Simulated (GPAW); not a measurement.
# Sn K-edge XANES of SnSe (Fm-3m)

Aim: the dependence of the Sn K near-edge features of SnSe (Fm-3m) on volume.

Calculated with GPAW 26.7.0; X-ray absorption from dipole matrix elements to empty bands, plane-wave PAW LDA.

**1. The structure**

It takes space group Fm-3m (No. 225, cubic). The conventional cell has a = 6.020 Å, b = 6.020 Å, c = 6.020 Å, α = 90.00°, β = 90.00°, γ = 90.00°. Nearest to Sn lie 6 Se at 3.01 Å. Nearest to Se lie 6 Sn at 3.01 Å. Farther neighbours and most contacts between anions are not listed.

As a file:

```cif
data_structure
_symmetry_space_group_name_H-M 'Fm-3m'
_symmetry_Int_Tables_number 225
_cell_length_a 6.0200
_cell_length_b 6.0200
_cell_length_c 6.0200
_cell_angle_alpha 90.000
_cell_angle_beta 90.000
_cell_angle_gamma 90.000
_cell_volume 218.17
loop_
_atom_site_label
_atom_site_type_symbol
_atom_site_symmetry_multiplicity
_atom_site_Wyckoff_symbol
_atom_site_fract_x
_atom_site_fract_y
_atom_site_fract_z
_atom_site_occupancy
Sn1 Sn 4 a 0.00000 0.00000 0.00000 1
Se1 Se 4 b 0.50000 0.00000 0.00000 1
```

**2. The field without a hole**

A plain self-consistent run shows whether there is a gap, which decides the set-up of the core-hole run.

scf.py

```python
import numpy as np
from ase import Atoms
from ase.parallel import parprint, paropen
from gpaw import GPAW, PW, FermiDirac, Mixer, MixerDif, setup_paths
from gpaw.test import gen
setup_paths.insert(0, '.')
gen('Sn', name='nch1s', xcname='LDA', corehole=(1, 0, 0), write_xml=True)
from gpaw.mpi import world
world.barrier()

atoms = Atoms('SnSe',
    cell=[[0, 3.01, 3.01],
     [3.01, 0, 3.01],
     [3.01, 3.01, 0]],
    scaled_positions=[[0, 0, 0],
     [0.5, 0.5, 0.5]],
    pbc=True)
atoms.calc = calc = GPAW(legacy_gpaw=True, mode=PW(430), xc='LDA', setups={0: 'nch1s'},
    kpts={'size': (7, 7, 7), 'gamma': True}, occupations=FermiDirac(0.05),
    charge=0, mixer=Mixer(0.1, 5, 50), maxiter=150,
    convergence={'density': 0.0001}, txt='scf.txt')
energy = atoms.get_potential_energy() + calc.get_reference_energy()
ef = calc.get_fermi_level()
out = dict(energy=energy, fermi=ef, forces=atoms.get_forces().tolist())
parprint(f'all-electron energy {energy:.4f} eV, Fermi level {ef:.4f} eV')
ev = np.array([[calc.get_eigenvalues(k, s) for k in range(len(calc.get_ibz_k_points()))] for s in range(calc.get_number_of_spins())])
out['homo'], out['lumo'], out['counts'] = ev[ev < ef].max(), ev[ev > ef].min(), sorted(set((ev < ef).sum((0, 2)).tolist()))
out['filled'] = (ev[:, 0] < ef).sum(1).tolist()
import json
with paropen('out.json', 'w') as f:
    json.dump(out, f)
```

On the command line:

```bash
$ OMP_NUM_THREADS=1 mpirun -n 2 gpaw python scf.py
```

Numbers of over 12 decimals in the logs are rounded to 6 here.

Log:

```text
Input parameters:
  convergence: {density: 0.0001}
  kpts: {gamma: True,
         size: (7, 7, 7)}
  maxiter: 150
  mixer: {backend: pulay,
          beta: 0.1,
          method: separate,
          nmaxold: 5,
          weight: 50}
  mode: {ecut: 430.0,
         name: pw}
  occupations: {fixmagmom: False,
                name: fermi-dirac,
                width: 0.05}
  setups: {0: nch1s}

Initialize ...

[... PAW data sets ...]

Reference energy: -233882.760451  # eV

Spin-paired calculation

[... convergence settings ...]
Symmetries present (total): 48
  [... symmetry matrices ...]

343 k-points: 7 x 7 x 7 Monkhorst-Pack grid
20 k-points in the irreducible part of the Brillouin zone
       k-points in crystal coordinates                weights
   0:     0.00000000    0.00000000    0.00000000          1/343
   1:     0.14285714    0.14285714    0.00000000          6/343
   2:     0.14285714    0.14285714    0.14285714          8/343
   3:     0.28571429    0.14285714    0.14285714         12/343
   4:     0.28571429    0.28571429    0.00000000          6/343
   5:     0.28571429    0.28571429    0.14285714         24/343
   6:     0.28571429    0.28571429    0.28571429          8/343
   7:     0.42857143   -0.28571429   -0.28571429         12/343
   8:     0.42857143    0.28571429   -0.42857143         48/343
   9:     0.42857143    0.28571429   -0.28571429         24/343
          ...
  19:     0.42857143    0.42857143    0.42857143          8/343

Wave functions: Plane wave expansion
  Cutoff energy: 430.000 eV
  Number of coefficients (min, max): 1067, 1117
  Pulay-stress correction: 0.000000 eV/Ang^3 (de/decut=0.000000)
  Using FFTW library
  Wavefunction extrapolation:
    Improved wavefunction reuse through dual PAW basis

Occupation numbers: Fermi-Dirac:
  width: 0.0500  # eV

Eigensolver
   Davidson(niter=2)

Densities:
  Coarse grid: 21*21*21 grid
  Fine grid: 42*42*42 grid
  Total Charge: 0.000000

Density mixing:
  Method: separate
  Backend: pulay
  Linear mixing parameter: 0.1
  old densities: 5
  Width of damping distribution: 1.1
  Damping of long wavelength oscillations: 50

[... Hamiltonian set-up ...]
Number of atoms: 2
Number of atomic orbitals: 13
Number of bands in calculation: 13
Number of valence electrons: 20
Bands to converge: occupied

... initialized

Initializing position-dependent things.

Density initialized from atomic densities
Creating initial wave functions:
  13 bands from LCAO basis set

                Se

       Sn

Atomic positions and initial magnetic moments

Positions:
   0 Sn     0.000000    0.000000    0.000000    ( 0.0000,  0.0000,  0.0000)
   1 Se     3.010000    3.010000    3.010000    ( 0.0000,  0.0000,  0.0000)

Unit cell:
           periodic     x           y           z      points  spacing
  1. axis:    yes    0.000000    3.010000    3.010000    21     0.1655
  2. axis:    yes    3.010000    0.000000    3.010000    21     0.1655
  3. axis:    yes    3.010000    3.010000    0.000000    21     0.1655

  Lengths:   4.256783   4.256783   4.256783
  Angles:   60.000000  60.000000  60.000000

Effective grid spacing dv^(1/3) = 0.1806

iter:   1    -9.784988
iter:   2    -9.719891   -1.51  -1.32
iter:   3    -9.636482   -2.13  -1.43
iter:   4    -9.635020   -2.64  -1.75
iter:   5    -9.630683c  -3.75  -2.04
iter:   6    -9.630739c  -4.87  -2.93
iter:   7    -9.630694c  -5.29  -3.12
iter:   8    -9.630695c  -5.68  -3.64
iter:   9    -9.630692c  -6.50  -4.05c
iter:  10    -9.630693c  -7.02  -4.10c
iter:  11    -9.630693c  -7.53c -4.11c

Converged after 11 iterations.

Dipole moment: (0.000000, 0.000000, 0.000000) |e|*Ang

Energy contributions relative to reference atoms: (reference = -233882.760451)

Kinetic:         +9.570304
Potential:      -10.389726
External:        +0.000000
XC:              -8.810386
Entropy (-ST):   -0.000082
Local:           -0.000844
SIC:             +0.000000
--------------------------
Free energy:     -9.630733
Extrapolated:    -9.630693

Showing only first 2 kpts
 Kpt  Band  Eigenvalues  Occupancy
  0     8      3.56608    2.00000
  0     9      3.56608    2.00000
  0    10      9.94278    0.00000
  0    11      9.94278    0.00000

  1     8      3.24029    2.00000
  1     9      4.71521    2.00000
  1    10      7.59834    0.00000
  1    11      9.85554    0.00000

Fermi level: 5.95632

Gap: 0.730 eV
Transition (v -> c):
  (s=0, k=12, n=9, [0.43, 0.29, 0.29]) -> (s=0, k=12, n=10, [0.43, 0.29, 0.29])
No difference between direct/indirect transitions

Forces in eV/Ang:
  0 Sn   -0.00000    0.00000    0.00000
  1 Se    0.00000    0.00000    0.00000
Scalar-relativistic atomic LDA calculation for Sn (Tin, Z=50)
Core hole in 1s state (1s occupation: 2.0)
750 radial gridpoints.
|------------------------------------------------|
|------------------------------------------------|
[... the atom generator's iteration count ...]

Energy contributions:
-------------------------
Kinetic:    +6433.602378
XC:          -159.347132
Potential: -12443.201828
-------------------------
Total:      -6168.946582

state      eigenvalue         ekin         rmax
-----------------------------------------------
1s^2.0 : -1063.730537  1353.317949        0.019
2s^2.0 :  -160.675785   281.234255        0.106
2p^6.0 :  -144.457695   266.941499        0.085
3s^2.0 :   -30.987638    80.007389        0.308
3p^6.0 :   -25.667637    74.293258        0.301
3d^10.0:   -17.408854    67.551481        0.251
4s^2.0 :    -4.906972    21.601013        0.745
4p^6.0 :    -3.291998    18.274761        0.788
4d^10.0:    -0.952163    12.016196        0.887
5s^2.0 :    -0.396843     2.800661        2.004
5p^2.0 :    -0.142200     1.472983        2.539
-----------------------------------------------
(units: Bohr and Hartree)

Generating PAW setup
Kinetic energy of the core from tauc = 6485.771847213579
Cutoffs:
rc(s)=2.270
rc(p)=2.400
rc(d)=2.240
rc(vbar)=2.250
rc(comp)=2.260
rc(nct)=2.400

Kinetic energy of the core states: 6304.893134
Charge: 0.0
Core electrons: 36.0
Valence electrons: 14.0
Pseudo-core charge: 0.328396
Shape function alpha=1.958
Pseudo-electron charge 6.835440
state    eigenvalue         norm
--------------------------------
5s(2) :    -0.396843     1.152734
*s    :     0.603157
5p(2) :    -0.142200     1.024228
*p    :     0.857800
4d(10):    -0.952163     0.215312
*d    :     0.047837
--------------------------------

Diagonalizing with gridspacing h=0.050

state   all-electron     PAW
-------------------------------
5s:      -0.396843    -0.397377
5p:      -0.142200    -0.142842
4d:      -0.952163    -0.953074
*f:                    0.066259
-------------------------------
all-electron energy -233892.3911 eV, Fermi level 5.9563 eV
```

Wall time 7 s (2 MPI ranks of Arm Neoverse V1, shared host); peak memory 0.16 GiB; 14 s of CPU time.

The mesh shows a gap of 0.73 eV, so the hole is first treated in a charged cell, without the excited electron.

**3. Supercell without a hole, the energy reference**

The photon energy needs a difference of total energies, so the cell and mesh of the coming hole run are first run without a hole.

Changes to scf.py since step 2:

```diff
@@ -10,11 +10,17 @@
 
-atoms = Atoms('SnSe',
-    cell=[[0, 3.01, 3.01],
-     [3.01, 0, 3.01],
-     [3.01, 3.01, 0]],
+atoms = Atoms('Sn4Se4',
+    cell=[[0, -6.02, 0],
+     [-6.02, 0, 0],
+     [0, 0, -6.02]],
     scaled_positions=[[0, 0, 0],
-     [0.5, 0.5, 0.5]],
+     [0.5, 0, 0.5],
+     [0, 0.5, 0.5],
+     [0.5, 0.5, 0],
+     [0.5, 0.5, 0.5],
+     [0, 0.5, 0],
+     [0.5, 0, 0],
+     [0, 0, 0.5]],
     pbc=True)
 atoms.calc = calc = GPAW(legacy_gpaw=True, mode=PW(430), xc='LDA', setups={0: 'nch1s'},
-    kpts={'size': (7, 7, 7), 'gamma': True}, occupations=FermiDirac(0.05),
+    kpts={'size': (3, 3, 3), 'gamma': True}, occupations=FermiDirac(0.02),
     charge=0, mixer=Mixer(0.1, 5, 50), maxiter=150,
```

Log:

```text
Input parameters:
  convergence: {density: 0.0001}
  kpts: {gamma: True,
         size: (3, 3, 3)}
  maxiter: 150
  mixer: {backend: pulay,
          beta: 0.1,
          method: separate,
          nmaxold: 5,
          weight: 50}
  mode: {ecut: 430.0,
         name: pw}
  occupations: {fixmagmom: False,
                name: fermi-dirac,
                width: 0.02}
  setups: {0: nch1s}

Initialize ...

[...]
*s    :     0.603157
5p(2) :    -0.142200     1.024228
*p    :     0.857800
4d(10):    -0.952163     0.215312
*d    :     0.047837
--------------------------------

Diagonalizing with gridspacing h=0.050

state   all-electron     PAW
-------------------------------
5s:      -0.396843    -0.397377
5p:      -0.142200    -0.142842
4d:      -0.952163    -0.953074
*f:                    0.066259
-------------------------------
all-electron energy -935570.0835 eV, Fermi level 6.0122 eV
[key lines of the parts left out:]
Converged after 12 iterations.
Dipole moment: (0.000000, 0.000000, -0.000000) |e|*Ang
Free energy:    -39.041715
Fermi level: 6.01225
```

Wall time 13 s (2 MPI ranks); peak memory 0.23 GiB; 27 s of CPU time.

Reference energy: -935570.083 eV with the cores included.

[end of part 1 of 3]

[Banner, clock and machine lines of the logs are left out without a mark of their own.]

[Logs are printed without paths, hosts, clocks, repeated set-up lines and the standing remarks that a program may print on its own settings, such as how far it seeks lower states.]

[Hosts, paths, dates, database ids (printed as entryN), source tags and the programs' standing remarks are cut or masked in the printed files.]

[Lists of maxima count a maximum above −3 eV only where it reaches 4 % of the highest in the window and stands out from its surroundings by 2 % of it (1.5 % where it reaches 55 %); shoulders and weaker maxima are passed over, and of the rest the first, up to two pre-edge ones and the few strongest are named.]
